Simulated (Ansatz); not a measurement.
# From LDA to G0W0: Ba2ClF3 (P-3m1), part 2 of 2

How far does one-shot GW move the LDA gap of Ba2ClF3 (P-3m1)?

Ansatz 0.2.0; LDA, then G0W0 on it, plane waves, PAW. Known limits of the many-body steps: finite bands, screening cutoff and k mesh; no spin-orbit coupling in G0W0; screening cutoff under 40 eV in some runs.

So far. Step 2 (The LDA band structure): Over mesh and path the gap is 5.412 eV, direct, at k = Γ. The pressure in this cell is -6 GPa; the cell is kept.

In doubt: masses and optical values from hybrid runs of this build are listed as unsure (in some of the runs), which bears on the screening that GW takes from such a start.

**3. The quasiparticle correction**

G0W0 replaces the xc potential by a self-energy built once from the orbitals of the start. Levels are corrected in the window of bands that the input names, at points of the mesh.

This step: G0W0 on LDA, plane waves, PAW.

The input, input.yaml:

```yaml
crystal:
  lattice:
    - [4.4976579259, 0.0, 0.0]
    - [-2.248828963, 3.8950860214, 0.0]
    - [0.0, 0.0, 7.500756]
  atoms:
    - { symbol: Ba, position: [0.66666667, 0.33333333, 0.201239] }
    - { symbol: Ba, position: [0.33333333, 0.66666667, 0.798761] }
    - { symbol: Cl, position: [0.0, 0.0, 0.5] }
    - { symbol: F, position: [0.0, 0.0, 0.0] }
    - { symbol: F, position: [0.66666667, 0.33333333, 0.835733] }
    - { symbol: F, position: [0.33333333, 0.66666667, 0.164267] }
kpoints:
  mp_grid: { grid: [6, 6, 2] }
hamiltonian:
  xc: lda
scf:
  occupations: { method: fixed }
gw:
  n_empty_bands: 344
  ecut_chi: 110.0
  qp_bands: [v2, c2]
  qp_kpoints: band_edges
  screening: { model: contour_deformation }
```

Run with:

```sh
$ ansatz run input.yaml --threads 8 --pin off --max-ram 18432MiB --backend cpu --events-out ev --progress --plain --runs-dir out
```

Numbers of over 12 decimals in the logs are rounded to 6 here.

The log of the run:

```text
[...]
Crystal: 6 atoms, lattice volume = 131.404 Å³
Basis set: ecut = 420 eV, 2575 PW (Γ)
Bands: 30, of which v1, the nominal top of the filled ones, is band 24 counted from 1 (23 counted from 0)
Symmetry: 12 space group operations
[...]
k-points: 14 of 72
[...]
SCF iter   1: F=—  HF=-14997.468093 eV  |F-HF|=—  |Δ(HF+E_count)|=         —  Δρ=1.35e-2  dr2=1.85e-1  ethr=1.77e-3  ⟨swp⟩=4.9  Hψ=1799  notcnv=0  defer=40
[...]
SCF iter   8: F=-14997.414810 eV  HF=-14997.414810 eV  |F-HF|=2.72e-9  |Δ(HF+E_count)|=   5.07e-9  Δρ=2.04e-6  dr2=6.07e-9  ethr=2.08e-10  ⟨swp⟩=10.6  Hψ=2189  notcnv=0
SCF 1 converged in 8 iterations: F = -14997.414810 eV  dr2 = 6.07e-9
[...]
NSCF: frozen V_eff on 14 k-points
G₀W₀ screening: q 1/14
[... further progress lines ...]
SCF converged after 8 iterations
Free energy (F): -14997.414810 eV
[...]
Internal energy: -14997.414810 eV  (E = F + TS)
E sigma→0 (E₀):  -14997.414810 eV
Fermi energy:    3.564318 eV
[...]
--- Band table (eV; the first three rows and the last of 14) ---
  k-point 0: bands = [... 20 lower, 3.1359, 3.5385, 3.5385, 3.5643, 8.9765, 10.4580, 10.6377, 10.6377, ... 2 higher]
  k-point 1: bands = [... 20 lower, 3.2758, 3.2758, 3.4463, 3.4463, 9.7140, 11.0328, 11.3656, 11.4280, ... 2 higher]
  k-point 2: bands = [... 20 lower, 3.1019, 3.2308, 3.4817, 3.5100, 9.4524, 10.7647, 10.8340, 10.8586, ... 2 higher]
  k-point 13: bands = [... 20 lower, 3.1495, 3.1495, 3.2207, 3.2207, 10.8190, 11.2370, 11.2640, 11.2640, ... 2 higher]
--- G₀W₀: contour deformation, 5 samples at zero and on the imaginary axis and 1 off it, 72 q-points, 344 empty bands' worth ---
  eigenvalues of the whole cell's RPA ε∞ on this k-mesh (on a slab, of 1 + 4πα/V) = 2.6231, 2.6787, 2.6787; static W/v taken at q = 0 is 0.377559
  bands read: the sum over 368 bands ends inside a degenerate multiplet in 4 slots, whose members it reads at an even weight; the widest, k=0: bands 368 to 369 (counted from 1) at 1/2 each
  gw.qp_kpoints: band_edges: 14 of 14 stored k-points solved, in 1 pass; an edge of the gap read off the rows below is read off those points alone
    ik  band        ε_KS         Σx   Σc(E_QP)       V_xc       Z   E_QP_lin       E_QP  E_QP is
     0    23      3.5385   -24.6950     3.8441   -19.3456  0.7814     2.0053     2.0333  root
     0    24      3.5643   -25.0355     3.9949   -19.5320  0.7788     2.0271     2.0557  root
     0    25      8.9765    -5.0108    -3.4362    -9.6362  0.8607    10.1757    10.1656  root
     0    26     10.4580    -5.9812    -3.7350   -11.2153  0.8555    11.9742    11.9572  root
     1    23      3.4463   -21.0950     2.8424   -16.7111  0.7903     1.8763     1.9049  root
     1    24      3.4463   -21.0950     2.8424   -16.7111  0.7903     1.8763     1.9049  root
     1    25      9.7140    -5.2274    -3.3587    -9.7724  0.8548    10.9113    10.9003  root
     1    26     11.0328    -7.9075    -3.6360   -13.1426  0.8450    12.6521    12.6318  root
     2    23      3.4817   -24.5739     3.8485   -19.2116  0.7811     1.9393     1.9678  root
     2    24      3.5100   -24.8346     3.9716   -19.3476  0.7787     1.9655     1.9946  root
     2    25      9.4524    -5.3656    -3.4491   -10.0321  0.8562    10.6808    10.6698  root
     2    26     10.7647    -6.4352    -3.7315   -11.7055  0.8514    12.3223    12.3035  root
     3    23      3.3709   -24.9544     4.0344   -19.3962  0.7790     1.8175     1.8472  root
     3    24      3.4055   -21.8941     3.1069   -17.2458  0.7878     1.8351     1.8641  root
     3    25      9.9365    -5.7465    -3.4285   -10.4419  0.8514    11.2161    11.2033  root
     3    26     11.1009    -6.7272    -3.8113   -12.1339  0.8481    12.7175    12.6962  root
     4    23      3.3455   -23.5321     3.6441   -18.3485  0.7820     1.7759     1.8060  root
     4    24      3.3944   -24.8158     4.0618   -19.2220  0.7768     1.8316     1.8623  root
     4    25     10.0419    -5.5144    -3.4990   -10.3344  0.8531    11.3765    11.3628  root
     4    26     10.6587    -6.7301    -3.7488   -11.9895  0.8494    12.1876    12.1692  root
     5    23      3.2459   -24.4181     3.9532   -18.9299  0.7791     1.6804     1.7110  root
     5    24      3.2978   -21.9168     3.1853   -17.1781  0.7867     1.7143     1.7444  root
     5    25     10.2643    -6.2305    -3.4950   -11.1086  0.8488    11.6628    11.6473  root
     5    26     10.9398    -7.5326    -3.7034   -12.8260  0.8429    12.5514    12.5298  root
     6    23      3.2587   -22.0368     3.2734   -17.2028  0.7849     1.6669     1.6981  root
     6    24      3.3485   -25.4647     4.3021   -19.6235  0.7739     1.7776     1.8094  root
     6    25      9.9306    -5.6572    -3.4967   -10.5160  0.8549    11.3067    11.2926  root
     6    26     10.4897    -6.5735    -3.8079   -11.9132  0.8497    12.0402    12.0215  root
     7    23      3.1865   -30.6038     5.9105   -23.1699  0.7584     1.6293     1.6631  root
     7    24      3.2135   -20.0678     2.6998   -15.7930  0.7910     1.6075     1.6384  root
     7    25     10.3732    -6.2341    -3.4258   -11.0483  0.8487    11.7771    11.7615  root
     7    26     10.9688    -7.0121    -3.8451   -12.5029  0.8459    12.6371    12.6145  root
     8    23      3.3535   -24.7002     4.0038   -19.1662  0.7784     1.7929     1.8232  root
     8    24      3.4425   -24.8000     3.9946   -19.2814  0.7785     1.8887     1.9185  root
     8    25     10.0517    -5.6555    -3.5447   -10.4973  0.8516    11.3624    11.3488  root
     8    26     10.8375    -5.9469    -3.6767   -11.0740  0.8495    12.3057    12.2880  root
     9    23      3.2728   -24.2752     3.8845   -18.8593  0.7800     1.7113     1.7414  root
     9    24      3.3065   -21.0406     2.9080   -16.5776  0.7896     1.7219     1.7516  root
     9    25     10.2884    -6.4302    -3.5381   -11.3520  0.8471    11.6879    11.6721  root
     9    26     10.8277    -6.7039    -3.8615   -12.1724  0.8493    12.4558    12.4348  root
[...]
11    23      3.1837   -28.7831     5.3523   -21.9033  0.7640     1.6231     1.6561  root
    11    24      3.2268   -22.4024     3.3652   -17.4792  0.7848     1.6379     1.6689  root
    11    25     10.6432    -6.6093    -3.5657   -11.6253  0.8456    12.1114    12.0936  root
    11    26     10.8765    -7.3812    -3.8511   -12.8695  0.8455    12.5362    12.5137  root
    12    23      3.2171   -30.6559     5.9107   -23.2250  0.7585     1.6633     1.6969  root
    12    24      3.2955   -24.8955     4.1652   -19.1854  0.7752     1.7187     1.7507  root
    12    25     10.1530    -6.2969    -3.8178   -11.6363  0.8515    11.6928    11.6746  root
    12    26     10.7165    -6.4170    -3.8381   -11.8024  0.8527    12.2827    12.2638  root
    13    23      3.2207   -30.5108     5.8524   -23.1413  0.7593     1.6704     1.7036  root
    13    24      3.2207   -30.5108     5.8524   -23.1413  0.7593     1.6704     1.7036  root
    13    25     10.8190    -7.1400    -3.9238   -12.7128  0.8485    12.4904    12.4680  root
    13    26     11.2370    -6.8080    -3.8656   -12.2354  0.8454    12.8197    12.7988  root
```

Elapsed: 6.6 min, on 8 threads of Arm Neoverse N1, shared host; peak memory 2.2 GiB.

This step gave:

* bands summed: 368
* RPA ε∞ on this mesh (eigenvalues): 2.623, 2.679, 2.679
* plane waves in the screening matrix: 337
* q-points in the mesh: 72
* G0W0 gap over the corrected points: 8.110 eV
* k of the valence top: 0, 0, 0
* k of the conduction bottom: 0, 0, 0
* starting gap on the mesh: 5.412 eV
* Z at the valence top: 0.7788
* Z at the conduction bottom: 0.8607
* least direct G0W0 gap over the corrected points: 8.110 eV

Over all 14 irreducible mesh points the G0W0 gap is 8.110 eV, direct, at k = Γ. The LDA gap of this run on the mesh is 5.412 eV. The two states that bound the G0W0 gap lie that far apart at the start, so the correction of the gap is 8.110 − 5.412 = +2.698 eV. The start of this run differs from the step before in mesh (6×6×4 and 6×6×2).

Labels follow the order of the start: v1 is the top filled band, c1 the lowest empty one; levels that stay degenerate share a row, the window can cut a multiplet, doubted levels are not marked in this list, bands outside the window were not corrected, and the list may be a part of the corrected levels. The levels before and after the correction (eV, zero at the valence-band top of each column):

|  | conduction bottom | valence top |
| --- | --- | --- |
| Kohn-Sham | 5.41 | 0.00 |
| G0W0 | 8.11 | 0.00 |

|  | level | occupation | energy (eV) |
| --- | --- | --- | --- |
| Kohn-Sham | Γ v2 | 2 | -0.026 |
| Kohn-Sham | Γ v1 | 2 | 0.000 |
| Kohn-Sham | Γ c1 | 0 | 5.412 |
| Kohn-Sham | Γ c2 | 0 | 6.894 |
| G0W0 | Γ v2 | 2 | -0.022 |
| G0W0 | Γ v1 | 2 | 0.000 |
| G0W0 | Γ c1 | 0 | 8.110 |
| G0W0 | Γ c2 | 0 | 9.901 |

The parts of the quasiparticle energy for the two states that bound the G0W0 gap, in eV on the run's own scale (QP = start + Σx + Σc − Vxc, with Σc at the quasiparticle energy):

| edge | k | band | start | Σx | Σc | Vxc | Z | QP |
| --- | --- | --- | --- | --- | --- | --- | --- | --- |
| valence top | Γ | 24 | 3.564 | −25.035 | 3.995 | −19.532 | 0.779 | 2.056 |
| conduction bottom | Γ | 25 | 8.976 | −5.011 | −3.436 | −9.636 | 0.861 | 10.166 |

**4. Spin-orbit coupling**

This run has two-component orbitals with spin-orbit coupling.

This step: DFT, LDA with spin-orbit coupling, plane waves, PAW.

input.yaml, the sections that differ from step 3:

```yaml
kpoints:
  mp_grid: { grid: [6, 6, 4] }
  band_path:
    path:
      - [0.0, 0.0, 0.0]
      - [0.5, 0.0, 0.0]
      - [0.33333333, 0.33333333, 0.0]
      - [0.0, 0.0, 0.5]
      - [0.5, 0.0, 0.5]
      - [0.33333333, 0.33333333, 0.5]
    npoints: 1
scf:
  occupations: { method: fixed }
  n_extra_bands: 12
magnetization:
  noncollinear: true
  spin_orbit: true
output:
  eigenvalues: true
  forces: true
  stress: true
# crystal, hamiltonian: as in step 3
# gw: removed
```

The log of the run:

```text
[...]
non-collinear run that drives no moment, with spin-orbit: no starting moment large enough to seed its density (crystal.atoms[].spin), no starting occupations that ask for one, no magnetisation constraint and no magnetic field, so the semilocal B_xc is pinned to zero
Crystal: 6 atoms, lattice volume = 131.404 Å³
Basis set: ecut = 420 eV, 2575 PW (Γ)
Bands: 60, of which v1, the nominal top of the filled ones, is band 48 counted from 1 (47 counted from 0)
Symmetry: 12 space group operations + 12 with time reversal
[...]
k-points: 24 of 144
Projection manifold: j_resolved (fully-relativistic pseudo-atomic orbitals)
[...]
SCF iter   1: F=—  HF=-15015.339662 eV  |F-HF|=—  |Δ(HF+E_count)|=         —  Δρ=1.81e-1  dr2=4.08e1  dr2_m=0.00e0 (ungated)  ethr=3.10e-3  |M|=0.00e0 ∫|m|=0.00e0 μB  |m|>n=0.0e0 m-floor=0.0e0 τ_xc=0.0e0  β_m=0.30  ⟨swp⟩=10.9  Hψ=3632  notcnv=0  defer=188
[...]
spin=Noncollinear: Resta preconditioning applied to the charge; magnetization (m_x, m_y, m_z) channels mix plain (no charge-response kernel on spin).
SCF iter   2: F=—  HF=-15007.406364 eV  |F-HF|=—  |Δ(HF+E_count)|=    7.93e0  Δρ=2.93e-2  dr2=2.17e0  dr2_m=0.00e0 (ungated)  ethr=3.10e-3  |M|=0.00e0 ∫|m|=0.00e0 μB  |m|>n=0.0e0 m-floor=0.0e0 τ_xc=0.0e0  β_m=0.32  ⟨swp⟩=6.4  Hψ=1992  notcnv=0  defer=178
[...]
SCF iter  10: F=-15006.608389 eV  HF=-15006.608389 eV  |F-HF|=3.65e-9  |Δ(HF+E_count)|=   1.24e-8  Δρ=2.01e-6  dr2=9.93e-9  dr2_m=0.00e0 (ungated)  ethr=2.08e-10  |M|=0.00e0 ∫|m|=0.00e0 μB  |m|>n=0.0e0 m-floor=0.0e0 τ_xc=0.0e0  ⟨swp⟩=17.5  Hψ=5018  notcnv=0
SCF 1 converged in 10 iterations: F = -15006.608389 eV  dr2 = 9.93e-9
[...]
SCF converged after 10 iterations
Magnetization: |M| = 0.0000 μB,  M = (+0.0000, +0.0000, +0.0000) μB
Absolute magnetization: 0.0000 μB (∫|m|)
  site 0: m = (+0.0000, +0.0000, +0.0000) μB, |m| = 0.0000 μB  (R = 1.08 Å)
  site 1: m = (+0.0000, +0.0000, +0.0000) μB, |m| = 0.0000 μB  (R = 1.08 Å)
  site 2: m = (+0.0000, +0.0000, +0.0000) μB, |m| = 0.0000 μB  (R = 1.41 Å)
  site 3: m = (+0.0000, +0.0000, +0.0000) μB, |m| = 0.0000 μB  (R = 1.19 Å)
  site 4: m = (+0.0000, +0.0000, +0.0000) μB, |m| = 0.0000 μB  (R = 1.08 Å)
  site 5: m = (+0.0000, +0.0000, +0.0000) μB, |m| = 0.0000 μB  (R = 1.08 Å)
Free energy (F): -15006.608389 eV
[...]
Internal energy: -15006.608389 eV  (E = F + TS)
E sigma→0 (E₀):  -15006.608389 eV
Fermi energy:    3.607181 eV
[...]
--- Forces (eV/Å), atoms counted from 1 ---
  atom   1  Ba     0.00000000    -0.00000000    -0.34952238
  atom   2  Ba     0.00000000     0.00000000     0.34952238
  atom   3  Cl     0.00000000    -0.00000000     0.00000000
  atom   4  F     -0.00000000     0.00000000     0.00000000
  atom   5  F      0.00000000     0.00000000     0.13417365
  atom   6  F     -0.00000000    -0.00000000    -0.13417365
  max |Σ_I F_I| component: 2.31e-18 eV/Å
--- Stress (GPa, compression-positive) ---
       -6.563791       0.000000      -0.000000
        0.000000      -6.563791      -0.000000
       -0.000000      -0.000000      -5.303554
  P = ⅓ Tr σ = -6.1437 GPa (-61.437 kbar)
--- Band table (eV; the first three rows and the last of 24) ---
  k-point 0: bands = [... 44 lower, 3.5956, 3.5956, 3.6072, 3.6072, 8.9772, 8.9772, 10.4485, 10.4485, ... 8 higher]
  k-point 1: bands = [... 44 lower, 3.4845, 3.4845, 3.5573, 3.5573, 9.3017, 9.3017, 10.6411, 10.6411, ... 8 higher]
  k-point 2: bands = [... 44 lower, 3.4058, 3.4058, 3.4962, 3.4962, 9.7108, 9.7108, 11.0333, 11.0333, ... 8 higher]
  k-point 23: bands = [... 44 lower, 3.2170, 3.2170, 3.2325, 3.2325, 10.8205, 10.8205, 11.2339, 11.2339, ... 8 higher]
```

Elapsed: 22 s, on 8 threads; peak memory 1.3 GiB; 2 min of CPU time.

This step gave:

```
pressure             : -6.144 GPa
gap                  : 5.370 eV
valence top at       : Γ
conduction bottom at : Γ
least direct gap     : 5.370 eV
```

Over mesh and listed points the gap is 5.370 eV, direct, at k = Γ. The pressure in this cell is -6 GPa; the cell is kept. LDA+SOC against LDA: 5.370 − 5.412 = −0.042 eV, with the same mesh, set of files (read in its fully relativistic form for the spin-orbit run) and cutoff, and both edges at the same k points. The spin-orbit run sees mesh and listed points alone, so its gap is an upper bound: the coupling can move an edge off these points, and the change over the zone, its sign included where it is small, is not known.

**5. The runs together**

Each gap is the least one over the points named; times are wall times on shared hosts, not benchmarks. A G0W0 time includes the run's own self-consistent start. Runs with listed points see these and the mesh alone, so an edge that moves elsewhere is missed. Rows marked * are further runs, not shown as steps, whose inputs differ from the G0W0 step on the same start in the columns given; solver thresholds can differ too.

```
    level   mesh       files, cutoff    bands summed, screening                          points  gap (eV)             valence top  conduction bottom  least direct gap (eV)     time
      LDA  6×6×4  soft_2 PAW, 420 eV                          -                   mesh and path     5.412                       Γ                  Γ                  5.412    8.1 s
  LDA+SOC  6×6×4  soft_2 PAW, 420 eV                          -          mesh and listed points     5.370                       Γ                  Γ                  5.370     22 s
G0W0@LDA*  6×6×2  soft_2 PAW, 420 eV                  80, 33 eV  all 14 irreducible mesh points     8.219  (0.000, 0.000, -0.500)                  Γ                  8.413     44 s
G0W0@LDA*  6×6×2  soft_2 PAW, 420 eV                 183, 66 eV  all 14 irreducible mesh points     8.057                       Γ                  Γ                  8.057     97 s
 G0W0@LDA  6×6×2  soft_2 PAW, 420 eV                368, 110 eV  all 14 irreducible mesh points     8.110                       Γ                  Γ                  8.110  6.6 min
G0W0@LDA*  3×3×2  soft_2 PAW, 420 eV                 183, 66 eV   all 6 irreducible mesh points     8.059                       Γ                  Γ                  8.059     14 s
G0W0@LDA*  6×6×2  soft_2 PAW, 420 eV  368, 110 eV, plasmon pole  all 14 irreducible mesh points     8.110                       Γ                  Γ                  8.110  5.2 min
```

**6. Outcome**

| Quantity | Value |
| --- | --- |
| LDA gap over mesh and path | 5.412 eV, direct, at k = Γ |
| G0W0@LDA gap over all 14 irreducible mesh points | 8.110 eV, direct, at k = Γ |
| LDA+SOC gap over mesh and listed points | 5.370 eV |
| GW settings | 6×6×2 mesh, 344 empty bands, screening to 110 eV |
| known limits | finite bands, screening cutoff and k mesh; no spin-orbit coupling in G0W0; screening cutoff under 40 eV in some runs |

In words: Over all 14 irreducible mesh points the G0W0 gap is 8.110 eV, direct, at k = Γ. The LDA gap of this run on the mesh is 5.412 eV. The two states that bound the G0W0 gap lie that far apart at the start, so the correction of the gap is 8.110 − 5.412 = +2.698 eV. The valence state moves by 2.056 − 3.564 = −1.508 eV and the conduction state by 10.166 − 8.976 = +1.190 eV, on the run's own scale; how far single levels stand from their limit in bands is not shown. Both edges that LDA shows over mesh and path lie at k points where levels were corrected. Levels at other points were not corrected, so a lower G0W0 gap elsewhere in the zone is not ruled out. From 80 bands and 33 eV to 368 bands and 110 eV the gap moves by 8.110 − 8.219 = −0.109 eV (rung by rung 8.219, 8.057, 8.110 eV); bands and screening cutoff rise together, so their parts are not told apart. The states that bound the gap change along the series, so no limit is drawn and it is not known. With the 3×3×2 mesh in place of the 6×6×2 mesh and all else as in the G0W0@LDA row with 183 bands, the gap differs by 8.059 − 8.057 = +0.002 eV, and that of the start by 5.411 − 5.412 = −0.001 eV. With the plasmon pole model in place of the contour deformation model and all else as in the G0W0@LDA row with 368 bands, the gap differs by 8.110 − 8.110 = +0.000 eV. G0W0 on other starts in this series, not shown as steps and not all at these settings: 8.484 eV on r2SCAN (6×6×2, soft_2 PAW, 368 bands, 110 eV) and 8.934 eV on HSE06 (6×6×2, soft_2 PAW, 368 bands, 110 eV). LDA+SOC against LDA: 5.370 − 5.412 = −0.042 eV, with the same mesh, set of files (read in its fully relativistic form for the spin-orbit run) and cutoff, and both edges at the same k points. The spin-orbit run sees mesh and listed points alone, so its gap is an upper bound: the coupling can move an edge off these points, and the change over the zone, its sign included where it is small, is not known. What spin-orbit coupling does to the G0W0 levels was not computed, so no sum with the G0W0 gap is formed. The G0W0 runs are scalar-relativistic. G0W0@LDA runs of this series with other atomic data on the same mesh, not shown as steps, give 8.177 eV (hard PAW, 1050 eV, 534 bands, screening to 143 eV); where bands and cutoffs differ too, the part of the files is not isolated. A screening cutoff under 40 eV is crude: G0W0@LDA with 80 bands at 33 eV.

[Paths, hosts, dates, memory and timing lines, banners, echoed tables and standing remarks are left out of the program output.]

[Logs are printed without paths, hosts, clocks, repeated set-up lines and the standing remarks that a program may print on its own settings, such as how far it seeks lower states.]

[Runs of the session that timed out or met a known fault of the program may be left out.]

[Cells called generated may have been cut or substituted from an entry of the Crystallography Open Database or the Materials Project.]

[Hosts, paths, dates, database ids (printed as entryN), source tags and the programs' standing remarks are cut or masked in the printed files.]

[Where an RPA ε∞ is given, it is that of the G0W0 mesh and is not shown converged in it. Names of k-points follow the symmetry that the program found, which can be lower than the space group named. Band edges on a path are those of the sampled points; other points can move an edge, and change direct to indirect where valleys lie close.]

[Hybrid gaps are those of their k-mesh and are not shown converged in it.]
